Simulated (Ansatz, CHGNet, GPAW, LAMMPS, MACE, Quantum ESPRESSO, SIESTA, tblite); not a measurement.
## Amorphous Hg22Cd11S33 (66 atoms): runs against a plane-wave reference

Density of this cell: 6.28 g/cm³. The cell holds 66 atoms: 22 Hg, 11 Cd and 33 S. Its edges and angles: a = 12.107 Å, b = 12.107 Å, c = 12.107 Å, α = 90.0°, β = 90.0°, γ = 90.0°. 66 atoms (22 Hg, 11 Cd, 33 S) placed at random at 6.28 g/cm³, melted at 2500 K for 10 ps at fixed volume with the Stillinger-Weber II-VI potential (Zhou et al., Phys. Rev. B 88, 085309 (2013)). Quenched from 2500 K to 300 K at 5 K/ps and fixed volume, annealed at 1000 K for 50 ps, held 5 ps.

Geometry: as built.

The reference, a calculation:

```
method                 : Kohn-Sham DFT, PBE, PAW, plane waves (Ansatz 0.2.0); cutoff 420 eV, Γ point, fermi-dirac smearing of 0.05 eV; PAW set soft_2
r.m.s. force component : 0.4319 eV/Å
longest force          : 1.504 eV/Å
pressure               : -0.3048 GPa
SCF cycles             : 11
time                   : 60 s on 4 threads of Arm Neoverse N1, shared host
CPU time               : 3.9 min
```

**Question.** The same geometry is run in other programs. How far does each lie from the reference, and what does it cost?
- CHGNet 0.3.0 potential (CHGNet 0.3.0; 1 thread)
- SIESTA PBE, SZ, shift 0.01 Ry, mesh 300 Ry (SIESTA 5.4.2; 1 thread)
- SIESTA PBE, DZP, shift 0.01 Ry, mesh 300 Ry (SIESTA 5.4.2; 2 MPI ranks)
- SIESTA PBE, DZ, shift 0.01 Ry, mesh 300 Ry (SIESTA 5.4.2; 1 thread)
- QE PBE, sssp-1.3.0-efficiency, 45/360 Ry (Quantum ESPRESSO 7.5; 4 MPI ranks)
- GPAW revPBE, LCAO dzp, h 0.2 Å (GPAW 26.7.0; 1 thread)
- SIESTA vdW-DF, PBE potentials, DZP, shift 0.01 Ry, mesh 300 Ry (SIESTA 5.4.2; 2 MPI ranks)
- MACE MPA-0 medium potential (MACE MPA-0 medium; 1 thread)
- tblite GFN1-xTB (tblite 0.8.0; 1 thread)
- MACE MP-0b2 small potential (MACE MP-0b2 small; 1 thread)

Differences are against the plane-wave reference, forces as r.m.s. over components; share is that over the reference's r.m.s. force, slope the least-squares factor from reference forces to these. Total energies of different programs have different zeros and aren't compared.

```csv
run,"Δ force, r.m.s. (meV/Å)",share (%),slope,Δ pressure (GPa),cores,CPU time,memory (GiB)
reference,-,-,-,-,4,3.9 min,2.6
CHGNet 0.3.0 potential,224,51.8,0.659,-0.368,1,5.2 s,0.59
"SIESTA PBE, SZ, shift 0.01 Ry, mesh 300 Ry (coarse)",1928,446,1.406,-6.58,1,2.2 min,0.53
"SIESTA PBE, DZP, shift 0.01 Ry, mesh 300 Ry",140,32.5,1.137,-4.50,2,4.6 min,1.0
"SIESTA PBE, DZ, shift 0.01 Ry, mesh 300 Ry (coarse)",259,60.1,1.247,-1.35,1,2.8 min,0.6
"QE PBE, sssp-1.3.0-efficiency, 45/360 Ry",7.79,1.80,0.998,-0.577,4,51 min,4.7
"GPAW revPBE, LCAO dzp, h 0.2 Å",74.3,17.2,1.061,-,1,7.9 min,1.7
"SIESTA vdW-DF, PBE potentials, DZP, shift 0.01 Ry, mesh 300 Ry",172,39.7,1.176,-1.61,2,22 min,1.8
MACE MPA-0 medium potential,119,27.6,0.927,0.0331,1,12 s,0.77
tblite GFN1-xTB,297,68.7,0.873,-2.23,1,5.5 s,0.13
MACE MP-0b2 small potential,174,40.3,0.921,-0.0628,1,11 s,0.66
```

Rows marked coarse were listed beforehand as settings not expected to be converged; some can still land near the reference.

Times of the machine-learned potentials are mostly Python's start and the loading of weights.

CPU time is summed over cores on a shared host, where runs went side by side, so it is rough. Symmetry, cutoffs, thresholds, outputs and thread counts weren't matched or tuned between programs; memory under MPI is the largest rank's times the ranks.

PBE on plane waves or a grid with other potentials, cutoffs or grids, coarse settings apart, differs from the reference by 1.8 % (QE PBE, sssp-1.3.0-efficiency, 45/360 Ry) of the r.m.s. force; this holds the reference's own error, so differences of a few per cent don't tell which side is nearer the exact PBE result (QE's 45 Ry are 612 eV, against the reference's 420 eV). The PBE run in local orbitals, coarse settings apart, differs by 33 % (SIESTA PBE, DZP, shift 0.01 Ry, mesh 300 Ry); basis, grid and potentials can all enter. Tight binding differs by 69 % (tblite GFN1-xTB); it is another model, with fitted parameters of its own, and the xTB methods hold dispersion. Machine-learned potentials differ by 28 % (MACE MPA-0 medium potential) to 52 % (CHGNet 0.3.0 potential); they were trained on other programs' data. Among those trained on PBE data the slope goes as low as 0.66, with a correlation of 0.86, so directions differ as well as sizes. Periodic xTB results under one method name differ between programs and library versions. Machine-learned potentials mimic data converged in k, so the reference's own k-point error enters their differences. The network of bonds at the start is that of the classical potential that made the cell, and needn't be the one that DFT or experiment would give. The electronic-structure runs sample only Γ, in a cell whose shortest periodic width is 12 Å, which is coarse for a cell with partly filled levels.

[Logs are printed without paths, hosts, clocks, repeated set-up lines and the standing remarks that a program may print on its own settings, such as how far it seeks lower states.]

[Hosts, paths, dates, database ids (printed as entryN), source tags and the programs' standing remarks are cut or masked in the printed files.]
